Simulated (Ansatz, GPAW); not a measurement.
# A 9-layer slab of Fe(100): work function by functional and basis, part 3 of 3

Wanted: work functions and dipole of a 9-layer slab of Fe(100), with the cost of each level.

GPAW 26.7.0 and Ansatz 0.2.0; Ansatz plane waves; slab in vacuum with a dipole correction, relaxation (the session's first sound run).

So far, upper work function (eV): step 2 (relaxation, PBE) 3.89; step 6 (self-consistent run: xc = "LDA") 4.30; step 7 (self-consistent run: xc = "vdW-DF2", GPAW, PAW setups, GPAW) 4.44; step 8 (self-consistent run: xc = "RPBE") 3.71; step 9 (real-space grid: mode = "fd", PBE, GPAW) 3.89.

## Step 11: A second plane-wave code

A second program with its own datasets checks the number independently.

This step: Ansatz plane waves; slab in vacuum with a dipole correction (Ansatz 0.2.0).

The input, input.yaml:

```yaml
crystal:
  lattice:
    - [2.87, 0.0, 0.0]
    - [0.0, 2.87, 0.0]
    - [0.0, 0.0, 25.48]
  atoms:
    - { symbol: Fe, position: [0.0, 0.0, 0.2747252747], spin: 2.5 }
    - { symbol: Fe, position: [0.5, 0.5, 0.331043956], spin: 2.5 }
    - { symbol: Fe, position: [0.0, 0.0, 0.3873626374], spin: 2.5 }
    - { symbol: Fe, position: [0.5, 0.5, 0.4436813187], spin: 2.5 }
    - { symbol: Fe, position: [0.0, 0.0, 0.4981358913], spin: 2.5 }
    - { symbol: Fe, position: [0.5, 0.5, 0.5528816661], spin: 2.5 }
    - { symbol: Fe, position: [0.0, 0.0, 0.6075855687], spin: 2.5 }
    - { symbol: Fe, position: [0.5, 0.5, 0.6638819931], spin: 2.5 }
    - { symbol: Fe, position: [0.0, 0.0, 0.7167683276], spin: 2.5 }
magnetization:
  spin_polarized: true
kpoints:
  mp_grid: { grid: [11, 11, 1] }
hamiltonian:
  xc: pbe
scf:
  occupations: { method: fermi_dirac, width: 0.1 }
efield:
  axis: 3
  dipole_correction: true
  ramp_width: 0.05
output:
  forces: true
  write_potential: true
  write_density: true
  volumetric_format: npy
```

Launch:

```bash
> ansatz run input.yaml --threads 4 --pin off --max-ram 8192MiB --backend cpu --events-out ev --progress --plain --runs-dir out
```

Numbers of over 12 decimals in the logs are rounded to 6 here.

The program printed:

```text
[...]
Crystal: 9 atoms, lattice volume = 209.876 Å³
Basis set: ecut = 420 eV, 4105 PW (Γ), exchange–correlation on 40×40×360 points (8 copies of the dense FFT grid, shifted against one another)
Bands: 100, of which v1, the nominal top of the filled ones, is band 72 counted from 1 (71 counted from 0)
Symmetry: 8 space group operations
k-points: 21 of 121
[...]
Starting moments: Σ|m| = 22.5 μB on 9 of 9 sites
[...]
SCF iter   1: F=—  HF=-40321.729564 eV  |F-HF|=—  |Δ(HF+E_count)|=         —  Δρ=6.92e-2 (↑4.01e-2 ↓6.92e-2)  dr2=3.20e1  dr2_m=3.87e0  M=22.168 μB ∫|m|=22.424 μB  β_m=1.00  ethr=3.10e-3  p=0.000 e·Å  D=8.32e-6 V/Å  ΔV_dip=-0.00 eV  dr2_dipole=1.37e-1  V_vac-E_F(+/−)=7.62/7.62 eV  ⟨swp⟩=8.4  Hψ=19077  notcnv=0  defer=135
[...]
SCF iter  15: F=-40321.855317 eV  HF=-40321.855317 eV  |F-HF|=2.33e-8  |Δ(HF+E_count)|=   1.10e-8  Δρ=1.64e-6 (↑1.22e-6 ↓1.64e-6)  dr2=1.96e-8  dr2_m=1.19e-9  M=22.110 μB ∫|m|=23.152 μB  ethr=3.08e-11  p=-0.001 e·Å  D=-7.47e-4 V/Å  ΔV_dip=0.02 eV  dr2_dipole=4.86e-9  V_vac-E_F(+/−)=3.89/3.87 eV  ⟨swp⟩=17.5  Hψ=34043  notcnv=0
SCF 1 converged in 15 iterations: F = -40321.855317 eV  dr2 = 1.96e-8
[...]
SCF converged after 15 iterations
Magnetization: 22.1099 μB (83.0549 up, 60.9451 down)
Absolute magnetization: 23.1533 μB (∫|ρ↑−ρ↓|, with the PAW one-centre terms)
[...]
Per-site moments (μB) at R_I (Å): [(2.976039, 1.025266), (2.408948, 1.025266), (2.429872, 1.025266), (2.254045, 1.014080), (2.245023, 1.014080), (2.212647, 1.015562), (2.393370, 1.015562), (2.318170, 1.004869), (2.921837, 1.004869)]
Free energy (F): -40321.855317 eV
[...]
Internal energy: -40321.527313 eV  (E = F + TS)
E sigma→0 (E₀):  -40321.691315 eV
Entropy (-TS):   -0.328003 eV (-36.445 meV/atom)
Fermi energy:    7.201506 eV
Dipole field:    D = -0.000838 V/Å  (p = -0.000973 e·Å, saw-weighted, corrected)
Work function:   Φ+ = 3.8864 eV   Φ− = 3.8650 eV
[...]
--- Forces (eV/Å), atoms counted from 1 ---
  atom   1  Fe     0.00000000     0.00000000     0.43596939
  atom   2  Fe     0.00000000     0.00000000    -0.31480246
  atom   3  Fe    -0.00000000     0.00000000     0.10673596
  atom   4  Fe    -0.00000000     0.00000000    -0.24615700
  atom   5  Fe     0.00000000     0.00000000    -0.01390767
  atom   6  Fe     0.00000000     0.00000000     0.01907847
  atom   7  Fe    -0.00000000     0.00000000    -0.00205054
  atom   8  Fe    -0.00000000     0.00000000    -0.00261681
  atom   9  Fe    -0.00000000     0.00000000     0.01776932
  max |Σ_I F_I| component: 1.86e-5 eV/Å
--- Band table (eV; the first three rows and the last of 42) ---
  k-point 0 ↑: bands = [... 68 lower, 5.5680, 5.5680, 5.7029, 5.8318, 6.0527, 6.0819, 6.0819, 6.1175, ... 24 higher]
  k-point 1 ↑: bands = [... 68 lower, 5.5788, 5.6125, 5.7569, 5.9397, 6.0140, 6.0339, 6.0361, 6.1079, ... 24 higher]
  k-point 2 ↑: bands = [... 68 lower, 5.6998, 5.7583, 5.8751, 5.8926, 5.9112, 6.0291, 6.0682, 6.1808, ... 24 higher]
  k-point 20 ↓: bands = [... 68 lower, 8.8649, 8.8990, 8.9733, 9.0418, 9.1055, 9.1263, 9.1270, 9.1476, ... 24 higher]
```

The job ended after 26 s (4 threads of Intel Xeon 6975P-C (Granite Rapids), shared host; peak memory 1.2 GiB).

Numbers from this step:

```yaml
lower_work_function: 3.865 eV
dipole_along_the_normal: -9.73e-4 e·Å
dipole_field: -8.38e-4 V/Å
```

The electrostatic potential energy of an electron (with the applied field's), less the Fermi level, planar mean oscillates, so the rows of the table below give means over windows of 1.42 Å about each position, cut where the curve ends. Its maxima inside the range that stand out by 2 % of the span (Å: eV): 7.8: -7.00, 9.2: -6.84, 10.6: -6.74, 12.0: -7.57, 13.4: -7.49, 14.7: -7.55, 16.1: -6.91, 17.6: -8.47. Its minima: 7.1: -11.9, 8.5: -11.9, 9.9: -11.9, 11.3: -11.9, 12.7: -11.9, 14.2: -11.9, 15.4: -11.9, 17.0: -12.0, 18.3: -12.1.

Electrostatic potential energy of an electron (with the applied field's), less the Fermi level, planar mean against z; means over each step:

| z (Å) | electrostatic potential energy of an electron (with the applied field's), less the Fermi level, planar mean (eV) |
| --- | --- |
| 0.71 | 3.87 |
| 2.13 | 3.87 |
| 3.55 | 3.85 |
| 4.97 | 3.47 |
| 6.39 | -4.78 |
| 7.81 | -9.57 |
| 9.23 | -9.47 |
| 10.65 | -9.42 |
| 12.07 | -9.89 |
| 13.49 | -9.82 |
| 14.91 | -9.85 |
| 16.33 | -9.54 |
| 17.75 | -10.4 |
| 19.17 | -1.71 |
| 20.59 | 3.69 |
| 22.01 | 3.88 |
| 23.43 | 3.88 |
| 24.85 | 3.88 |

The valence density, planar mean (density) oscillates, so the rows of the table below give means over windows of 1.42 Å about each position, cut where the curve ends. Its maxima inside the range that stand out by 2 % of the span (Å: e/Å³): 6.9: 2.31, 8.5: 2.34, 9.9: 2.37, 11.3: 2.39, 12.7: 2.37, 14.2: 2.34, 15.4: 2.36, 17.0: 2.33, 18.3: 2.38. Its minima: 7.8: 0.535, 9.2: 0.518, 10.6: 0.510, 12.0: 0.565, 13.4: 0.571, 14.7: 0.576, 16.1: 0.528, 17.6: 0.619.

Valence density, planar mean against z; means over each step:

| z (Å) | density (e/Å³) | rho spin (e/Å³) |
| --- | --- | --- |
| 2.13 | 1.5e-5 | 3.4e-6 |
| 3.55 | 4.3e-4 | 1.2e-4 |
| 4.97 | 0.0122 | 0.00398 |
| 6.39 | 0.833 | 0.172 |
| 7.81 | 1.34 | 0.213 |
| 9.23 | 1.34 | 0.200 |
| 10.65 | 1.35 | 0.190 |
| 12.07 | 1.42 | 0.196 |
| 13.49 | 1.41 | 0.192 |
| 14.91 | 1.41 | 0.200 |
| 16.33 | 1.35 | 0.195 |
| 17.75 | 1.46 | 0.241 |
| 19.17 | 0.388 | 0.0859 |
| 20.59 | 0.00605 | 0.00204 |
| 22.01 | 2.1e-4 | 6.6e-5 |
| 23.43 | 7.2e-6 | 1.9e-6 |

Force by atom:

| atom | x (eV/Å) | y (eV/Å) | z (eV/Å) | size |
| --- | --- | --- | --- | --- |
| Fe1 | 0.000 | 0.000 | 0.436 | 0.436 |
| Fe2 | 0.000 | 0.000 | -0.315 | 0.315 |
| Fe3 | 0.000 | 0.000 | 0.107 | 0.107 |
| Fe4 | 0.000 | 0.000 | -0.246 | 0.246 |
| Fe5 | 0.000 | 0.000 | -0.014 | 0.014 |
| Fe6 | 0.000 | 0.000 | 0.019 | 0.019 |
| Fe7 | 0.000 | 0.000 | -0.002 | 0.002 |
| Fe8 | 0.000 | 0.000 | -0.003 | 0.003 |
| Fe9 | 0.000 | 0.000 | 0.018 | 0.018 |

The upper face's work function is 3.886 eV, against 3.890 eV in the first plane-wave PBE run at this geometry.

## Step 12: Side by side

Results and costs are gathered.

This step: comparison of work functions, dipole and cost (GPAW 26.7.0).

Ladder, by row:

| step | code | work function, upper (eV) | work function, lower (eV) | dipole (e Å) | wall time (s) | peak memory (GiB) | threads |
| --- | --- | --- | --- | --- | --- | --- | --- |
| pw | GPAW | 3.89 | 3.872 | -0.001982 | 681 | 0.41 | 1 |
| revPBE | GPAW | 3.726 | 3.712 | -0.001854 | 691.6 | 0.41 | 1 |
| optPBE-vdW | GPAW | 4.159 | 4.14 | -0.002037 | 745.9 | 0.55 | 1 |
| LDA | GPAW | 4.296 | 4.27 | -0.002409 | 683.1 | 0.41 | 1 |
| vdW-DF2 | GPAW | 4.436 | 4.409 | -0.002435 | 994.2 | 0.55 | 1 |
| RPBE | GPAW | 3.71 | 3.696 | -0.001782 | 798.2 | 0.41 | 1 |
| fd | GPAW | 3.886 | 3.868 | -8.19e-4 | 6029 | 2.35 | 1 |
| ansatz | Ansatz | 3.886 | 3.865 | -9.73e-4 | 25.71 | 1.168 | 4 |

## Step 13: A changed run

One more run, with changed settings.

This step: GPAW, PAW setups; slab in vacuum (GPAW 26.7.0).

The input, run.py:

```python
import json
import numpy as np
from ase import Atoms
from gpaw import GPAW, PW

slab = Atoms(
    ['Fe', 'Fe', 'Fe', 'Fe', 'Fe', 'Fe', 'Fe', 'Fe', 'Fe'],
    positions=[
        [0.00000, 0.00000, 7.00000],
        [1.43500, 1.43500, 8.43500],
        [0.00000, 0.00000, 9.87000],
        [1.43500, 1.43500, 11.30500],
        [-0.00000, 0.00000, 12.69250],
        [1.43500, 1.43500, 14.08742],
        [0.00000, 0.00000, 15.48128],
        [1.43500, 1.43500, 16.91571],
        [0.00000, 0.00000, 18.26326]],
    cell=[[2.87, 0.0, 0.0], [0.0, 2.87, 0.0], [0.0, 0.0, 25.48]],
    pbc=[True, True, False],
    magmoms=[2.5, 2.5, 2.5, 2.5, 2.5, 2.5, 2.5, 2.5, 2.5])

slab.calc = GPAW(mode=PW(140), xc='PBE', kpts={'size': (11, 11, 1), 'gamma': True},
                 occupations={'name': 'fermi-dirac', 'width': 0.1}, nbands='160%',
                 convergence={'density': 1e-05}, maxiter=50,
                 poissonsolver={'dipolelayer': 'xy'},
                 symmetry={'tolerance': 1e-3}, txt='slab.txt')
result = {}
energy = slab.get_potential_energy()
fermi = slab.calc.get_fermi_level()
v = slab.calc.get_electrostatic_potential().mean((0, 1)) - fermi
n = slab.calc.get_pseudo_density().mean((0, 1))
L = slab.cell[2, 2]
z = np.arange(len(v)) * L / len(v)
low, high = slab.positions[:, 2].min(), slab.positions[:, 2].max()
below, above = np.interp([low - 4.8, high + 4.8], z, v)
slopes = [np.interp(x, z, np.gradient(v, z)) for x in (low - 4.8, high + 4.8)]
eps = np.array([[slab.calc.get_eigenvalues(k, s) for k in range(len(slab.calc.get_ibz_k_points()))]
                for s in range(slab.calc.get_number_of_spins())]) - fermi
top, bottom = eps[eps < 0].max(), eps[eps > 0].min()
dipole = slab.get_dipole_moment()[2]
print(f'energy {energy:.4f} eV, Fermi level {fermi:.4f} eV, dipole {dipole:.5f} e A')
print(f'potential 4.8 A off the faces, from the Fermi level: lower {below:.4f} eV, upper {above:.4f} eV')
print(f'slope of the potential there: lower {slopes[0]:.5f}, upper {slopes[1]:.5f} eV/A')
print(f'nearest levels on the mesh: {top:.4f} and {bottom:.4f} eV')
print('magnetic moment', round(slab.get_magnetic_moment(), 3))
result.update(energy=energy, fermi=fermi, dipole=dipole, below=below, above=above, slopes=slopes, edges=[top, bottom],
              z=z.tolist(), v=v.tolist(), n=n.tolist(), positions=slab.positions.tolist(),
              forces=slab.get_forces(apply_constraint=False).tolist(), moments=slab.get_magnetic_moments().tolist())
json.dump(result, open('result.json', 'w'))
```

Launch:

```bash
> OMP_NUM_THREADS=1 OPENBLAS_NUM_THREADS=1 python run.py
```

The program printed:

```text
gpaw.KohnShamConvergenceError
```

Wall time 2.4 min (1 thread); peak memory 0.19 GiB.

No converged result was reached; the numbers in the log don't describe the system.

The fault put into the input: a cutoff far too low, under a cap of 50 iterations, which ended the run (ecut = 140).

## Step 14: Results

| Property | Result |
| --- | --- |
| work function, upper and lower face | 3.890 and 3.872 eV |
| dipole along the normal | -0.0020 e Å, near the numerical noise |

In words: With plane waves and PBE the work function is 3.89 eV on the upper face and 3.87 eV on the lower. The measured value for this face is 4.75 eV (as compiled in "Anisotropic work function of elemental crystals", 2019, arxiv:1902.07811); the relaxed upper face lies 0.86 eV under it with PBE, and vdW-DF2 comes nearest (4.44 eV). Measured work functions scatter by a tenth of an eV or more between methods. Over the sound runs of the table the upper face's work function spans 3.710 (RPBE) to 4.436 eV (vdW-DF2). The two plane-wave codes differ by 0.0032 eV on the upper face. The small printed dipole stands for a step of 44 meV from the lower to the upper face, and the probes find 18 meV; values this small are near the numerical noise of both. One magnetic start was tried; another order may lie lower. The in-plane lattice was kept as typed, which isn't the functional's own and leaves some strain; spin-orbit coupling and temperature are left out.

[Logs are printed without paths, hosts, clocks, repeated set-up lines and the standing remarks that a program may print on its own settings, such as how far it seeks lower states.]

[Hosts, paths, dates, database ids (printed as entryN), source tags and the programs' standing remarks are cut or masked in the printed files.]
